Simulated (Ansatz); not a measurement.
# Au(111) with 4 thermally displaced layers, 2x2: scattering by thermal displacements

Aim: the resistivity of Au at 300 K from frozen thermal displacements between perfect leads.

Calculated with Ansatz 0.2.0; Ansatz plane-wave DFT, PBE, PAW files; ballistic transport by layer matching (Landauer), zero bias; PAW set soft_1.

Report form: the programs' logs are mostly left out.

### 1. Starting point

The cell holds 40 atoms: 40 Au. Its edges and angles: a = 5.768 Å, b = 5.768 Å, c = 23.605 Å, α = 93.5°, β = 86.5°, γ = 120.0°. It derives from Au. Regions: lead, 24 atoms (24 Au); scattering region, 16 atoms (16 Au). The structure is stacked along c, and the current runs across the ab planes.

### 2. With 4 displaced layers

Each atom of 4 layers is moved at random, by amounts drawn from a normal law 0.0906 Å wide in each direction from the Debye model (165 K) at 300 K. The layers about the cell's end stay perfect and serve as the lead. Disorder leaves little or no symmetry, which makes such runs dear. Energies from -0.05 to 0.05 eV in steps of 0.05 eV are too few for the program's thermal sum, so it prints no conductance; for a metal the transmission near the Fermi level serves, at a fraction of the cost.

File input.yaml:

```yaml
crystal:
  lattice:
    - [5.7675164607, 0.0, 0.0]
    - [-2.8837582304, 4.9948157718, 0.0]
    - [1.4418791152, -0.8324692953, 23.5457873532]
  atoms:
    - { symbol: Au, position: [0.9916666667, 0.0083333333, 0.05] }
    - { symbol: Au, position: [0.9916666667, 0.5083333333, 0.05] }
    - { symbol: Au, position: [0.4916666667, 0.0083333333, 0.05] }
    - { symbol: Au, position: [0.4916666667, 0.5083333333, 0.05] }
    - { symbol: Au, position: [0.1416666667, 0.3583333333, 0.15] }
    - { symbol: Au, position: [0.1416666667, 0.8583333333, 0.15] }
    - { symbol: Au, position: [0.6416666667, 0.3583333333, 0.15] }
    - { symbol: Au, position: [0.6416666667, 0.8583333333, 0.15] }
[... 28 atom lines left out ...]
    - { symbol: Au, position: [0.8416666667, 0.1583333333, 0.95] }
    - { symbol: Au, position: [0.8416666667, 0.6583333333, 0.95] }
    - { symbol: Au, position: [0.3416666667, 0.1583333333, 0.95] }
    - { symbol: Au, position: [0.3416666667, 0.6583333333, 0.95] }
kpoints:
  mp_grid: { grid: [5, 5, 1] }
hamiltonian:
  xc: pbe
  pseudopotentials: { kind: paw, azcp: { folder: soft_1 } }
scf:
  occupations: { method: fermi_dirac, width: 0.1 }
output:
  transmission:
    leads: [[0, 4]]
    kmesh: [10, 10]
    e_range: [-0.05, 0.05]
    de: 0.05
  write_potential: true
  write_density: true
  volumetric_format: npy
  elf: true
```

Run with:

```bash
> ansatz run input.yaml --threads 4 --pin off --max-ram 15360MiB --backend cpu --events-out ev --progress --plain --runs-dir out
```

Wall time 11 min (4 threads of Arm Neoverse V2, shared host); peak memory 6.4 GiB.

Numbers from this step:

| Property | Result |
| --- | --- |
| free energy | -526045.5592 eV |
| energy at zero smearing | -526045.3207 eV |
| Fermi energy | 20.73 eV |
| cell area | 28.81 Å² |
| transmission per spin nearest the Fermi level | 3.106 |
| open channels per spin nearest the Fermi level | 3.21 |
| step of the lead's potential | 6.7 meV |

Per spin. The transmission, zone mean by energy, zero at the Fermi level:

```
energy (eV)  transmission, zone mean
    -0.0500                     3.10
     0.0000                     3.11
     0.0500                     3.11
```

Per spin. The open channels, zone mean, lead stays at 3.21 for energy from -0.05 to 0.05 eV.

Transmission over k1 and k2. At 0.0000 eV from the Fermi level.

Ten even steps from '_' (2.75) to '@' (3.75):
```
::@@::::::%%::::::::
::::%%::::%%::::::::
::::::%%::%%::::::::
::::::::..__::::::::
@@@@@@@@__..__@@@@@@
::::::::::__..::::::
::::::::::%%::%%::::
::::::::::%%::::%%::
::::::::::%%::::::@@
@@::::::::%%::::::::
```
Columns: k1 (b1) from -0.5 to 0.4; rows upwards: k2 (b2) from -0.5 to 0.4.

Open channels over k1 and k2. At 0.0000 eV from the Fermi level.

Ten even steps from '0' (3.00) to '9' (4.00):
```
0900090000
0090090000
0009090000
0000000000
9999000999
0000000000
0000090900
0000090090
0000090009
9000090000
```
Columns: k1 (b1) from -0.5 to 0.4; rows upwards: k2 (b2) from -0.5 to 0.4.

Electrostatic potential energy in the ca plane at fractional y = 0.547, with atoms of Au within 0.2 Å of it. With pseudopotentials it is smooth inside the atoms' cores, unlike the true potential.

Ten even steps from '0' (-27 eV) to '9' (23 eV), each cell a mean:
```
99999999984000169998999999999851003787557999
99999999995000169999999999999840001699999999
89998778998422589877899999999951003799999999
68997446899877898633589998999985346898778999
78997446899999998511269988899999889984225899
89998768999888998621379988899999999962002799
99999999997434799865689998999999889972002799
99999999985000379998999999999986457985335899
99999999983000169999999999999962014898778999
89999889985100279999999999999961003799999999
78997557998533689988999999999973114899889999
68986446899888999755799998899997557886557999
89997557899988998522589987799999889973014899
99999888998545798633589987799998889962002799
99999999995100379866799998899985347873113799
```
Columns run along c (16.0 Å, from fractional 0.16 to 0.84 of the cell; values clipped at the 3rd and 97th percentile), rows up along a (5.8 Å). Atoms in or near the plane, at fractional coordinates: Au at (0.35, 0.94), Au at (0.35, 0.42), Au at (0.66, 0.90).

Valence density in the ca plane at fractional y = 0.547, with atoms of Au within 0.2 Å of it. It is the smooth field of the valence electrons, not physical close to the nuclei.

Values in e/Å³, 8 rows by 16 columns, each cell a mean:
```
 0  0  0  1 10  3  0  0  0  0  0  7  5  0  1  0
 0  1  1  0  2  1  1  1  0  0  0  4  3  0  0  0
 0  1  1  0  0  0  2  3  0  0  0  0  0  2  3  0
 0  0  0  0  3  1  1  1  0  0  0  0  0  2  5  0
 0  0  0  1 10  3  0  0  0  0  0  3  2  0  1  0
 0  1  1  0  3  1  0  0  0  0  0  3  3  0  0  0
 0  1  1  0  0  0  2  1  0  1  0  0  0  2  3  0
 0  0  0  0  4  1  1  1  0  0  0  1  1  2  5  0
```
Columns run along c (16.0 Å, from fractional 0.16 to 0.84 of the cell), rows up along a (5.8 Å). Atoms in or near the plane, at fractional coordinates: Au at (0.35, 0.94), Au at (0.35, 0.42), Au at (0.66, 0.90).

ELF in the ca plane at fractional y = 0.547, with atoms of Au within 0.2 Å of it. It is the smooth field of the valence electrons, not physical close to the nuclei.

Ten even steps from '0' (0.12) to '9' (0.77), each cell a mean:
```
00000111114698531111100011111146764212343101
11001111113687531111100001111246975311111001
21112332112455421122210011110135765211110001
32113443211222211345421111110024443112222101
32113443210111112455531112210001221124554211
21112332111221111355531112210000111135665311
10001111112454311234321111110001211135665311
00000111114676521112110011110023442123554211
10000111124798531111000001110135654211222100
11011221113677531110000001110135665211110001
32112343112454311122100011110135554211111001
32113443211122111344310112210013332113443101
21112443111121112455421123221001111125664211
11001222112344212355421122221011211135665311
00000111113566421233210111111124442124565211
```
Columns run along c (16.0 Å, from fractional 0.16 to 0.84 of the cell), rows up along a (5.8 Å). Atoms in or near the plane, at fractional coordinates: Au at (0.35, 0.94), Au at (0.35, 0.42), Au at (0.66, 0.90).

Over the solved energies the transmission per spin lies between 3.10 and 3.11, out of 3.21 channels of the lead on average (up to 3.21).

### 3. With 8 displaced layers

Each atom of 8 layers is moved at random, by amounts drawn from a normal law 0.0906 Å wide in each direction from the Debye model (165 K) at 300 K. A fresh draw is used; the growth of the resistance with length is what counts.

System of this step: Au(111) with 8 thermally displaced layers, 2x2. The cell holds 56 atoms: 56 Au. Cell: a = 5.768 Å, b = 5.768 Å, c = 33.006 Å, α = 87.5°, β = 92.5°, γ = 120.0°. It derives from Au. Regions: lead, 24 atoms (24 Au); scattering region, 32 atoms (32 Au). The structure is stacked along c, and the current runs across the ab planes.

File input.yaml:

```yaml
crystal:
  lattice:
    - [5.7675164607, 0.0, 0.0]
    - [-2.8837582304, 4.9948157718, 0.0]
    - [-1.4418791152, 0.8324692953, 32.9641022945]
  atoms:
    - { symbol: Au, position: [0.005952381, 0.994047619, 0.0357142857] }
    - { symbol: Au, position: [0.005952381, 0.494047619, 0.0357142857] }
    - { symbol: Au, position: [0.505952381, 0.994047619, 0.0357142857] }
    - { symbol: Au, position: [0.505952381, 0.494047619, 0.0357142857] }
    - { symbol: Au, position: [0.1845238095, 0.3154761905, 0.1071428571] }
    - { symbol: Au, position: [0.1845238095, 0.8154761905, 0.1071428571] }
    - { symbol: Au, position: [0.6845238095, 0.3154761905, 0.1071428571] }
    - { symbol: Au, position: [0.6845238095, 0.8154761905, 0.1071428571] }
[... 44 atom lines left out ...]
    - { symbol: Au, position: [0.3273809524, 0.1726190476, 0.9642857143] }
    - { symbol: Au, position: [0.3273809524, 0.6726190476, 0.9642857143] }
    - { symbol: Au, position: [0.8273809524, 0.1726190476, 0.9642857143] }
    - { symbol: Au, position: [0.8273809524, 0.6726190476, 0.9642857143] }
kpoints:
  mp_grid: { grid: [5, 5, 1] }
hamiltonian:
  xc: pbe
  pseudopotentials: { kind: paw, azcp: { folder: soft_1 } }
scf:
  occupations: { method: fermi_dirac, width: 0.1 }
output:
  transmission:
    leads: [[0, 4]]
    kmesh: [10, 10]
    e_range: [-0.05, 0.05]
    de: 0.05
  write_potential: true
  write_density: true
  volumetric_format: npy
```

The job ended after 18 min (4 threads; peak memory 8.2 GiB).

This step gave:

```
free energy                                   : -736462.5935 eV
energy at zero smearing                       : -736462.2633 eV
transmission per spin nearest the Fermi level : 2.982
step of the lead's potential                  : 4 meV
```

Per spin. Transmission, zone mean against energy, zero at the Fermi level:

```
energy (eV)  transmission, zone mean
    -0.0500                     2.95
     0.0000                     2.98
     0.0500                     3.00
```

Over the solved energies the transmission per spin lies between 2.95 and 3.00, out of 3.21 channels of the lead on average (up to 3.21).

### 4. With 12 displaced layers

Each atom of 12 layers is moved at random, by amounts drawn from a normal law 0.0906 Å wide in each direction from the Debye model (165 K) at 300 K. A fresh draw is used; the growth of the resistance with length is what counts.

System of this step: Au(111) with 12 thermally displaced layers, 2x2. The cell holds 72 atoms: 72 Au. Its edges and angles: a = 5.768 Å, b = 5.768 Å, c = 42.382 Å, α = 90.0°, β = 90.0°, γ = 120.0°. It derives from Au. Regions: lead, 24 atoms (24 Au); scattering region, 48 atoms (48 Au). The structure is stacked along c, and the current runs across the ab planes.

File input.yaml:

```yaml
crystal:
  lattice:
    - [5.7675164607, 0.0, 0.0]
    - [-2.8837582304, 4.9948157718, 0.0]
    - [0.0, 0.0, 42.3824172358]
  atoms:
    - { symbol: Au, position: [0.0, 0.0, 0.0277777778] }
    - { symbol: Au, position: [0.0, 0.5, 0.0277777778] }
    - { symbol: Au, position: [0.5, 0.0, 0.0277777778] }
    - { symbol: Au, position: [0.5, 0.5, 0.0277777778] }
    - { symbol: Au, position: [0.1666666667, 0.3333333333, 0.0833333333] }
    - { symbol: Au, position: [0.1666666667, 0.8333333333, 0.0833333333] }
    - { symbol: Au, position: [0.6666666667, 0.3333333333, 0.0833333333] }
    - { symbol: Au, position: [0.6666666667, 0.8333333333, 0.0833333333] }
[... 60 atom lines left out ...]
    - { symbol: Au, position: [0.3333333333, 0.1666666667, 0.9722222222] }
    - { symbol: Au, position: [0.3333333333, 0.6666666667, 0.9722222222] }
    - { symbol: Au, position: [0.8333333333, 0.1666666667, 0.9722222222] }
    - { symbol: Au, position: [0.8333333333, 0.6666666667, 0.9722222222] }
kpoints:
  mp_grid: { grid: [5, 5, 1] }
hamiltonian:
  xc: pbe
  pseudopotentials: { kind: paw, azcp: { folder: soft_1 } }
scf:
  occupations: { method: fermi_dirac, width: 0.1 }
output:
  transmission:
    leads: [[0, 4]]
    kmesh: [10, 10]
    e_range: [-0.05, 0.05]
    de: 0.05
  write_potential: true
  write_density: true
  volumetric_format: npy
```

Wall time 32 min (4 threads); peak memory 9.8 GiB.

Numbers from this step:

```yaml
free_energy: -946879.1589 eV
energy_at_zero_smearing: -946878.7656 eV
fermi_energy: 20.71 eV
transmission_per_spin_nearest_the_fermi_level: 2.824
open_channels_per_spin_nearest_the_fermi_level: 3.19
step_of_the_lead_s_potential: 9.2 meV
```

Per spin. Table of transmission, zone mean by energy, zero at the Fermi level:

```
energy (eV)  transmission, zone mean
    -0.0500                     2.82
     0.0000                     2.82
     0.0500                     2.87
```

Over the solved energies the transmission per spin lies between 2.82 and 2.87, out of 3.20 channels of the lead on average (up to 3.21).

### 5. Resistance against length

This step: Ansatz plane-wave DFT, PBE, PAW files; ballistic transport by layer matching (Landauer), zero bias; resistivity from the slope of the area resistance; PAW set soft_1 (Ansatz 0.2.0).

This step gave:

```yaml
resistivity: 5.867 µΩ cm
intercept: -0.01745 fΩ m²
scatter_about_the_fit: 0.002111 fΩ m²
```

Resistance, by row:

```
run  length (Å)      T  channels N  RA (fΩ m²)
 n4       9.418  3.105        3.21      0.0393
 n8       18.84  2.978        3.21     0.09008
n12       28.25  2.837       3.203      0.1498
```

Table of area resistance by length of the displaced region:

```
length of the displaced region (Å)  area resistance (fΩ m²)
                              9.42                   0.0393
                             18.84                   0.0901
                             28.25                    0.150
```

The area resistance goes from 0.039 to 0.15 fΩ m² between 9.4 and 28.3 Å, a slope of 5.9 µΩ cm.

By hand from the end points: (0.1498 − 0.03930) fΩ m² / (28.25 − 9.42) Å = 5.9 µΩ cm, since 1 fΩ m² per Å is 1000 µΩ cm.

### 6. Summary of results

* resistivity from the slope: 5.87 µΩ cm
* area resistance over 9.42 Å: 0.0393 fΩ m²
* area resistance over 18.8 Å: 0.0901 fΩ m²
* area resistance over 28.3 Å: 0.150 fΩ m²

What this shows: The slope gives 5.9 µΩ cm. The points scatter by 0.0021 fΩ m² about the line, with one random draw a length in a 2x2 cell, so the slope is a rough value. The mean square of the displacements drawn is 0.78, 0.99 and 1.2 of the nominal one at the three lengths; with each resistance scaled back by that, the slope is 4.1 µΩ cm, the value used below. Read with a model of isotropic scattering on a spherical Fermi surface and the lead's 0.86×10¹⁵ S/m², this slope means a mean free path near 254 Å; over these lengths the model's slope is 1.19 times its bulk resistivity, which would be 3.4 µΩ cm. Uncorrelated displacements put too much weight on short waves, which scatter strongly; with the sideways repeat of a small cell, one draw and three short lengths, the method is good to a factor of two or three. The measured value is 2.271 µΩ cm (CRC Handbook of Chemistry and Physics, 84th ed., 2003, Electrical Resistivity of Pure Metals); the scaled slope is 1.8 times that and the corrected value 1.5: clearly high. Spin-orbit coupling is left out, which matters for Au.

[Logs are printed without paths, hosts, clocks, repeated set-up lines and the standing remarks that a program may print on its own settings, such as how far it seeks lower states.]

[Hosts, paths, dates, database ids (printed as entryN), source tags and the programs' standing remarks are cut or masked in the printed files.]
